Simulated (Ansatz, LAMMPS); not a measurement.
# A vacancy of O at several sites of glassy 73SiO2-27K2O (mol %) (90 atoms), part 3 of 3

At which site of glassy 73SiO2-27K2O (mol %) (90 atoms) does a vacancy of O cost least, and what about the site decides it?

Ansatz 0.2.0; Kohn-Sham DFT, LDA, PAW (set soft_2), plane waves.

The cell: 22 Si, 16 K and 52 O. The quench rate of 50 K/ps is many orders above laboratory rates. The network of bonds at the start is that of the classical potential that made the cell. The Brillouin zone is sampled at Γ only, in a cell whose shortest periodic width is 11 Å.

So far. Step 6 (Vacancy of O, site O85): The relaxation converged after 11 steps, 0.236 eV below its start, with a largest force component of 0.032 eV/Å.

## Step 7: Vacancy of O, site O81

The site has 3 bonded neighbours (KSi2) at 2.12 Å on average. 

input.yaml reads:

```yaml
crystal:
  lattice:
    - [11.29206, 0.0, 0.0]
    - [0.0, 11.29206, 0.0]
    - [0.0, 0.0, 11.29206]
  atoms:
    [... atom lines 1 to 77 left out ...]
    - { symbol: O, position: [0.56256, 0.74917, 0.30571] }
    - { symbol: O, position: [0.97486, 0.58437, 0.31042] }
    - { symbol: O, position: [0.50375, 0.31533, 0.42696] }
    - { symbol: O, position: [0.47756, 0.35037, 0.00604], spin: 0.6 }
    - { symbol: O, position: [0.3744, 0.39548, 0.25192] }
    - { symbol: O, position: [0.50708, 0.49014, 0.67563] }
    - { symbol: O, position: [0.12205, 0.90568, 0.71207] }
    [... atom lines 85 to 89 left out ...]
magnetization:
  spin_polarized: true
kpoints:
  mp_grid: { grid: [1, 1, 1] }
hamiltonian:
  xc: lda
scf:
  occupations: { method: fermi_dirac, width: 0.025 }
  lower_state_search: "off"
output:
  forces: true
  eigenvalues: true
relax:
  f_tol: 0.05
  max_steps: 90
```

Started as:

```bash
$ ansatz run input.yaml --threads 4 --pin off --max-ram 8192MiB --backend cpu --events-out ev --progress --plain --runs-dir out
```

Standard output:

```text
[...]
Crystal: 89 atoms, lattice volume = 1439.858 Å³
Basis set: ecut = 420 eV, 28257 PW (Γ)
Bands: 359, of which v1, the nominal top of the filled ones, is band 269 counted from 1 (268 counted from 0)
Symmetry: 1 space group operations
[...]
k-points: 1
[...]
Starting moments: Σ|m| = 1.8 μB on 3 of 89 sites
[...]
SCF iter   1: F=—  HF=-65784.398227 eV  |F-HF|=—  |Δ(HF+E_count)|=         —  Δρ=3.60e-2 (↑3.52e-2 ↓3.60e-2)  dr2=1.04e2  dr2_m=3.42e-1  M=0.000 μB ∫|m|=0.281 μB  β_m=0.30  ethr=3.10e-3  ⟨swp⟩=7.0  Hψ=3405  notcnv=0  defer=120
[...]
SCF iter   3: F=—  HF=-65747.503881 eV  |F-HF|=—  |Δ(HF+E_count)|=    1.41e1  Δρ=1.10e-2 (↑1.10e-2 ↓1.07e-2)  dr2=7.53e0  dr2_m=9.62e-2  M=0.000 μB ∫|m|=0.163 μB  β_m=0.30  ethr=3.10e-3  ⟨swp⟩=3.5  Hψ=1945  notcnv=0  defer=168
[...]
SCF iter   7: F=—  HF=-65744.734148 eV  |F-HF|=—  |Δ(HF+E_count)|=   9.65e-3  Δρ=9.31e-4 (↑9.31e-4 ↓9.26e-4)  dr2=1.15e-2  dr2_m=8.41e-3  M=0.000 μB ∫|m|=0.054 μB  β_m=0.30  ethr=8.38e-6  ⟨swp⟩=3.0  Hψ=1136  notcnv=0  defer=168
[...]
SCF iter   9: F=—  HF=-65744.745044 eV  |F-HF|=—  |Δ(HF+E_count)|=   7.19e-3  Δρ=1.16e-4 (↑1.16e-4 ↓9.93e-5)  dr2=7.90e-4  dr2_m=3.02e-5  M=0.000 μB ∫|m|=0.005 μB  β_m=0.68  ethr=1.28e-6  ⟨swp⟩=3.0  Hψ=1068  notcnv=0  defer=168
[...]
SCF iter  12: F=-65744.745624 eV  HF=-65744.745625 eV  |F-HF|=1.01e-6  |Δ(HF+E_count)|=   4.19e-5  Δρ=1.59e-5 (↑1.59e-5 ↓1.49e-5)  dr2=1.15e-5  dr2_m=3.58e-7  M=0.000 μB ∫|m|=0.000 μB  β_m=0.68  ethr=8.26e-9  ⟨swp⟩=21.0  Hψ=4879  notcnv=0
SCF iter  13: F=-65744.745629 eV  HF=-65744.745628 eV  |F-HF|=7.31e-7  |Δ(HF+E_count)|=   3.61e-6  Δρ=4.46e-6 (↑3.66e-6 ↓4.46e-6)  dr2=8.09e-7  dr2_m=1.10e-7  M=0.000 μB ∫|m|=0.000 μB  ethr=2.14e-9  ⟨swp⟩=3.0  Hψ=2350  notcnv=0
[...]
SCF 1 converged in 13 iterations: F = -65744.745629 eV  dr2 = 8.09e-7
[...]
relax step   1: F+E_penalty+E_count = -65744.74562921 eV  Δ(F+E_penalty+E_count) = +0.000e0 eV  max|allowed force component| = 1.694e0 eV/Å  Δτ_max = 0.0000 Å  (13 SCF iters, dr2 threshold 6.25e-5 eV, accepted)
[... from here on, the SCF cycles and remarks between the steps are left out ...]
relax step   2: F+E_penalty+E_count = -65744.99403562 eV  Δ(F+E_penalty+E_count) = -2.484e-1 eV  max|allowed force component| = 1.299e0 eV/Å  Δτ_max = 0.1976 Å  (6 SCF iters, dr2 threshold 1.00e-4 eV, accepted)
relax step   3: F+E_penalty+E_count = -65745.12439322 eV  Δ(F+E_penalty+E_count) = -1.304e-1 eV  max|allowed force component| = 3.550e-1 eV/Å  Δτ_max = 0.1951 Å  (6 SCF iters, dr2 threshold 1.00e-4 eV, accepted)
relax step   4: F+E_penalty+E_count = -65745.15591613 eV  Δ(F+E_penalty+E_count) = -3.152e-2 eV  max|allowed force component| = 2.203e-1 eV/Å  Δτ_max = 0.0633 Å  (7 SCF iters, dr2 threshold 9.42e-6 eV, accepted)
relax step   5: F+E_penalty+E_count = -65745.18940809 eV  Δ(F+E_penalty+E_count) = -3.349e-2 eV  max|allowed force component| = 1.567e-1 eV/Å  Δτ_max = 0.1373 Å  (8 SCF iters, dr2 threshold 3.63e-6 eV, accepted)
relax step   6: F+E_penalty+E_count = -65745.20480287 eV  Δ(F+E_penalty+E_count) = -1.539e-2 eV  max|allowed force component| = 1.916e-1 eV/Å  Δτ_max = 0.0865 Å  (7 SCF iters, dr2 threshold 9.46e-6 eV, accepted)
relax step   7: F+E_penalty+E_count = -65745.21939190 eV  Δ(F+E_penalty+E_count) = -1.459e-2 eV  max|allowed force component| = 1.746e-1 eV/Å  Δτ_max = 0.0821 Å  (6 SCF iters, dr2 threshold 1.86e-5 eV, accepted)
relax step   8: F+E_penalty+E_count = -65745.23067566 eV  Δ(F+E_penalty+E_count) = -1.128e-2 eV  max|allowed force component| = 1.150e-1 eV/Å  Δτ_max = 0.0524 Å  (6 SCF iters, dr2 threshold 2.53e-5 eV, accepted)
relax step   9: F+E_penalty+E_count = -65745.23798759 eV  Δ(F+E_penalty+E_count) = -7.312e-3 eV  max|allowed force component| = 1.163e-1 eV/Å  Δτ_max = 0.0398 Å  (6 SCF iters, dr2 threshold 5.75e-6 eV, accepted)
relax step  10: F+E_penalty+E_count = -65745.24396283 eV  Δ(F+E_penalty+E_count) = -5.975e-3 eV  max|allowed force component| = 1.091e-1 eV/Å  Δτ_max = 0.0521 Å  (6 SCF iters, dr2 threshold 5.88e-6 eV, accepted)
relax step  11: F+E_penalty+E_count = -65745.25135904 eV  Δ(F+E_penalty+E_count) = -7.396e-3 eV  max|allowed force component| = 1.039e-1 eV/Å  Δτ_max = 0.0318 Å  (6 SCF iters, dr2 threshold 1.05e-5 eV, accepted)
relax step  12: F+E_penalty+E_count = -65745.21205636 eV  Δ(F+E_penalty+E_count) = +3.930e-2 eV  max|allowed force component| = 3.172e-1 eV/Å  Δτ_max = 0.1915 Å  (8 SCF iters, dr2 threshold 9.49e-6 eV, rejected (line search))
relax step  13: F+E_penalty+E_count = -65745.26565255 eV  Δ(F+E_penalty+E_count) = -1.429e-2 eV  max|allowed force component| = 5.616e-2 eV/Å  Δτ_max = 0.0875 Å  (10 SCF iters, accepted)
relax step  14: F+E_penalty+E_count = -65745.26873110 eV  Δ(F+E_penalty+E_count) = -3.079e-3 eV  max|allowed force component| = 4.478e-2 eV/Å  Δτ_max = 0.0538 Å  (8 SCF iters, accepted)
SCF converged after 8 iterations
Magnetization: 0.0000 μB (269.0000 up, 269.0000 down)
Absolute magnetization: 0.0000 μB (∫|ρ↑−ρ↓|, with the PAW one-centre terms)
[...]
Per-site moments (μB) at R_I (Å): [(-9.154768e-10, 0.646902), (5.732022e-11, 0.646748), (2.072755e-9, 0.645436), (2.905218e-9, 0.662915), (1.276747e-9, 0.651334), [...]
Free energy (F): -65745.268731 eV
[...]
Internal energy: -65745.268731 eV  (E = F + TS)
E sigma→0 (E₀):  -65745.268731 eV
Fermi energy:    5.088353 eV
[...]
Σ components = -65745.268731   (vs F -65745.268731, Δ=0.00e0)
--- Forces (eV/Å), atoms counted from 1 ---
  atom   1  Si     0.01158998     0.00415804     0.00248830
  atom   2  Si    -0.02280621    -0.03214463    -0.00777473
  atom   3  Si    -0.01032519     0.00066249     0.01211760
  atom   4  Si    -0.02043385    -0.01741346     0.02303644
[...]
atom  89  O     -0.00695465    -0.01164998     0.01234293
  max |Σ_I F_I| component: 1.31e-4 eV/Å
--- Band table (eV) ---
[...]
--- Relaxed structure (14 steps of the walk, 13 accepted, 0 SCFs on fresh bases) ---
  F+E_penalty+E_count = -65745.26873110 eV   max|allowed force component| = 4.478e-2 eV/Å
  atoms:
    - { symbol: Si, position: [0.358979, 0.965020, 0.094612] }
    - { symbol: Si, position: [0.434413, 0.787944, 0.265635] }
    - { symbol: Si, position: [0.436483, 0.227705, 0.509884] }
    - { symbol: Si, position: [0.353397, 0.334210, 0.930918] }
[...]
- { symbol: O, position: [0.275364, 0.971601, 0.545404] }
```

Wall time 7.4 min (4 threads of Arm Neoverse V1, shared host); peak memory 2.7 GiB.

The relaxation converged after 14 steps, 0.523 eV below its start, with a largest force component of 0.045 eV/Å.

The surroundings of the place of the removed atom, after relaxation, nearest first, numbered as they follow in the input and with coordinates relative to it.

```
atom      x      y      z  distance (Å)  bonds
 Si6   0.32  -0.06  -1.34          1.38      3
 Si4   0.11  -0.88   1.10          1.41      3
 O46  -0.96   0.67  -1.92          2.25      4
 O83   1.73   0.77  -1.51          2.42      2
 O81   1.55  -0.53   1.81          2.44      3
 O62  -0.95  -0.47   2.36          2.58      2
 O70  -0.11  -2.46   0.93          2.63      2
 O86   0.66  -1.45  -2.18          2.70      3
 K37   1.03   2.01   2.59          3.44      4
 K33  -2.20  -2.08  -1.88          3.56      6
```

The largest move is 0.54 Å, by O46.

## Step 8: Vacancy of O, site O90

The site has 3 bonded neighbours (KSi2) at 1.96 Å on average. 

Input and log are left out; they have the form of those shown for this kind of step.

It took 5.9 min on 4 threads of Arm Neoverse V1, shared host; peak memory 2.7 GiB; 23 min of CPU time.

The relaxation converged after 11 steps, 1.04 eV below its start, with a largest force component of 0.039 eV/Å.

Local excerpt of 12 atoms (numbers count through the whole input) about the place of the removed atom, after relaxation; x, y, z are measured from there.

```
atom      x      y      z  distance (Å)  bonds
Si11  -0.27  -0.51  -1.10          1.24      4
Si13  -0.18  -0.34   1.31          1.37      4
 O69  -1.05   0.82  -1.80          2.24      4
 O67   0.52   1.04   1.98          2.30      4
 O63   1.13  -0.71  -2.03          2.42      4
 O85  -1.74  -0.45   1.72          2.49      5
 O72   0.72  -1.59   1.79          2.49      5
 O41  -1.16  -1.82  -1.29          2.51      5
 K27   2.61  -0.83   0.06          2.74      7
 O52   0.30   2.92  -0.84          3.05      4
Si19  -0.95   2.44  -1.69          3.12      4
 O42   2.66   1.77  -0.29          3.21      4
```

The largest move is 0.39 Å, by Si11.

## Step 9: Vacancy of O, site O59

The site has 4 bonded neighbours (K3Si) at 2.27 Å on average. 

input.yaml, the sections that differ from step 7:

```yaml
crystal:
  lattice:
    - [11.29206, 0.0, 0.0]
    - [0.0, 11.29206, 0.0]
    - [0.0, 0.0, 11.29206]
  atoms:
    [... atom lines 1 to 55 left out ...]
    - { symbol: O, position: [0.63579, 0.6568, 0.98111] }
    - { symbol: O, position: [0.2346, 0.91215, 0.10487] }
    - { symbol: O, position: [0.71267, 0.84337, 0.61773] }
    - { symbol: O, position: [0.91978, 0.6859, 0.11076] }
    - { symbol: O, position: [0.39101, 0.10315, 0.13496] }
    - { symbol: O, position: [0.25543, 0.35973, 0.05375] }
    - { symbol: O, position: [0.37994, 0.87879, 0.34801] }
    [... atom lines 63 to 89 left out ...]
# magnetization, kpoints, hamiltonian, scf, output, relax: as in step 7
```

Standard output:

```text
[...]
Crystal: 89 atoms, lattice volume = 1439.858 Å³
Basis set: ecut = 420 eV, 28257 PW (Γ)
Bands: 360, of which v1, the nominal top of the filled ones, is band 269 counted from 1 (268 counted from 0)
Symmetry: 1 space group operations
[...]
k-points: 1
[...]
Starting moments: Σ|m| = 2.4 μB on 4 of 89 sites
[...]
SCF iter   1: F=—  HF=-65785.367161 eV  |F-HF|=—  |Δ(HF+E_count)|=         —  Δρ=3.70e-2 (↑3.44e-2 ↓3.70e-2)  dr2=1.04e2  dr2_m=5.07e-1  M=0.000 μB ∫|m|=0.204 μB  β_m=0.30  ethr=3.10e-3  ⟨swp⟩=7.0  Hψ=3405  notcnv=0  defer=120
[...]
SCF iter  11: F=-65745.769422 eV  HF=-65745.769412 eV  |F-HF|=9.98e-6  |Δ(HF+E_count)|=   5.13e-5  Δρ=1.14e-5 (↑1.06e-5 ↓1.14e-5)  dr2=1.11e-5  dr2_m=2.50e-7  M=0.000 μB ∫|m|=0.001 μB  ethr=1.16e-8  ⟨swp⟩=17.5  Hψ=5555  notcnv=0
[...]
SCF 1 converged in 11 iterations: F = -65745.769422 eV  dr2 = 1.11e-5
[...]
relax step   1: F+E_penalty+E_count = -65745.76942160 eV  Δ(F+E_penalty+E_count) = +0.000e0 eV  max|allowed force component| = 2.056e0 eV/Å  Δτ_max = 0.0000 Å  (11 SCF iters, dr2 threshold 6.25e-5 eV, accepted)
[...]
relax step   2: F+E_penalty+E_count = -65745.88468190 eV  Δ(F+E_penalty+E_count) = -1.153e-1 eV  max|allowed force component| = 9.895e-1 eV/Å  Δτ_max = 0.1478 Å  (6 SCF iters, dr2 threshold 1.00e-4 eV, accepted)
[...]
relax step   3: F+E_penalty+E_count = -65745.96249924 eV  Δ(F+E_penalty+E_count) = -7.782e-2 eV  max|allowed force component| = 4.674e-1 eV/Å  Δτ_max = 0.0978 Å  (6 SCF iters, dr2 threshold 6.12e-5 eV, accepted)
[...]
relax step   4: F+E_penalty+E_count = -65745.91934394 eV  Δ(F+E_penalty+E_count) = +4.316e-2 eV  max|allowed force component| = 5.357e-1 eV/Å  Δτ_max = 0.2000 Å  (7 SCF iters, dr2 threshold 4.88e-5 eV, rejected (line search))
[...]
relax step   5: F+E_penalty+E_count = -65745.99794980 eV  Δ(F+E_penalty+E_count) = -3.545e-2 eV  max|allowed force component| = 6.538e-2 eV/Å  Δτ_max = 0.0975 Å  (10 SCF iters, accepted)
[...]
relax step   6: F+E_penalty+E_count = -65746.00060490 eV  Δ(F+E_penalty+E_count) = -2.655e-3 eV  max|allowed force component| = 4.090e-2 eV/Å  Δτ_max = 0.0114 Å  (7 SCF iters, accepted)
SCF converged after 7 iterations
Magnetization: 0.0000 μB (269.0000 up, 269.0000 down)
Absolute magnetization: 0.0000 μB (∫|ρ↑−ρ↓|, with the PAW one-centre terms)
[...]
Per-site moments (μB) at R_I (Å): [(1.764223e-9, 0.650487), (6.696423e-9, 0.695242), (3.309900e-10, 0.645100), (1.532198e-9, 0.655934), (5.688962e-10, 0.650949), [...]
Free energy (F): -65746.000605 eV
[...]
Internal energy: -65746.000605 eV  (E = F + TS)
E sigma→0 (E₀):  -65746.000605 eV
Fermi energy:    5.389528 eV
[...]
Σ components = -65746.000605   (vs F -65746.000605, Δ=0.00e0)
--- Forces (eV/Å), atoms counted from 1 ---
  atom   1  Si    -0.02204580     0.04089693    -0.00293339
  atom   2  Si     0.00346233     0.02639232     0.01950264
  atom   3  Si     0.01614891    -0.02060868     0.00082725
  atom   4  Si     0.00953785    -0.02178697     0.00960543
[...]
atom  89  O     -0.02829463    -0.00066801     0.01182623
  max |Σ_I F_I| component: 1.53e-4 eV/Å
--- Band table (eV) ---
[...]
--- Relaxed structure (6 steps of the walk, 5 accepted, 0 SCFs on fresh bases) ---
  F+E_penalty+E_count = -65746.00060490 eV   max|allowed force component| = 4.090e-2 eV/Å
  atoms:
    - { symbol: Si, position: [0.358336, 0.972549, 0.087228] }
    - { symbol: Si, position: [0.425127, 0.780182, 0.241719] }
    - { symbol: Si, position: [0.438584, 0.219670, 0.517879] }
    - { symbol: Si, position: [0.349404, 0.325680, 0.949050] }
[...]
- { symbol: O, position: [0.281379, 0.950364, 0.540728] }
```

Elapsed: 3.4 min, on 4 threads; peak memory 2.7 GiB.

The relaxation converged after 6 steps, 0.231 eV below its start, with a largest force component of 0.041 eV/Å.

## Step 10: Vacancy of O, site O47

The site has 2 bonded neighbours (Si2) at 1.64 Å on average. 

Input and log are left out; they have the form of those shown for this kind of step.

Wall time 5.4 min (4 threads of Arm Neoverse V1, shared host); peak memory 2.7 GiB.

The relaxation converged after 10 steps, 0.668 eV below its start, with a largest force component of 0.039 eV/Å.

The surroundings of the place of the removed atom, after relaxation, nearest first, numbered as they follow in the input and with coordinates relative to it.

```
atom      x      y      z  distance (Å)  bonds
 Si8  -0.41  -0.15  -1.22          1.30      3
 Si9   0.73   0.54   0.96          1.32      3
 O88  -0.04  -0.34   2.16          2.18      3
 O77  -1.37   1.13  -1.65          2.43      3
 O57   0.36   2.09   1.24          2.46      5
 O64   0.75  -0.20  -2.37          2.50      3
 O87   2.29   0.28   1.05          2.54      3
 O70  -1.31  -1.54  -1.60          2.58      2
Si18  -0.53  -1.84   2.52          3.16      4
Si20   2.26   0.40  -2.52          3.41      4
 K27  -2.12   2.59   0.90          3.47      6
 O48   0.41  -2.95   1.80          3.48      2
 O83  -2.11  -1.88   2.22          3.59      2
```

The largest move is 0.42 Å, by O87.

## Step 11: The sites compared

All these cells hold the same atoms, so their energies can be compared with no chemical potential.

```
site  neighbours  mean distance (Å)  atoms within 6 Å  energy over the best site (eV)  before relaxation (eV)  gain on relaxing (eV)
 O64         Si2               1.62                54                            0.00                    0.79                   1.38
 O90        KSi2               1.96                52                            0.32                    0.77                   1.04
 O59        K3Si               2.27                56                            0.36                    0.00                   0.23
 O85        K4Si               2.56                52                            0.51                    0.16                   0.24
 O47         Si2               1.64                58                            0.80                    0.88                   0.67
 O81        KSi2               2.12                55                            1.09                    1.02                   0.52
```

## Step 12: Outcome

The cheapest site is O64 (2 neighbours, Si2); the dearest, O81 (3 neighbours, KSi2), costs 1.1 eV more. By coordination the energies over the best site are 0.00 to 0.80 eV with 2 neighbours, 0.32 to 1.09 eV with 3 neighbours, 0.36 eV with 4 neighbours and 0.51 eV with 5 neighbours. Relaxation changes the order: the best site before relaxing was O59.

**Limits.** Defects are neutral and interact with their images. In a disordered cell the relaxation can also rearrange atoms far from the site. In the spin-polarised runs the search for a state of lower energy was switched off. Only 6 of the 52 O sites were tried, so a cheaper one may exist. The pressure of -2.0 GPa means that a free cell would contract at this level.

The DFT runs together took 41 min of wall time.

[Long decimals in the printed logs are rounded to 6 places.]

[Logs are printed without paths, hosts, clocks, repeated set-up lines and the standing remarks that a program may print on its own settings, such as how far it seeks lower states.]

[Hosts, paths, dates, database ids (printed as entryN), source tags and the programs' standing remarks are cut or masked in the printed files.]
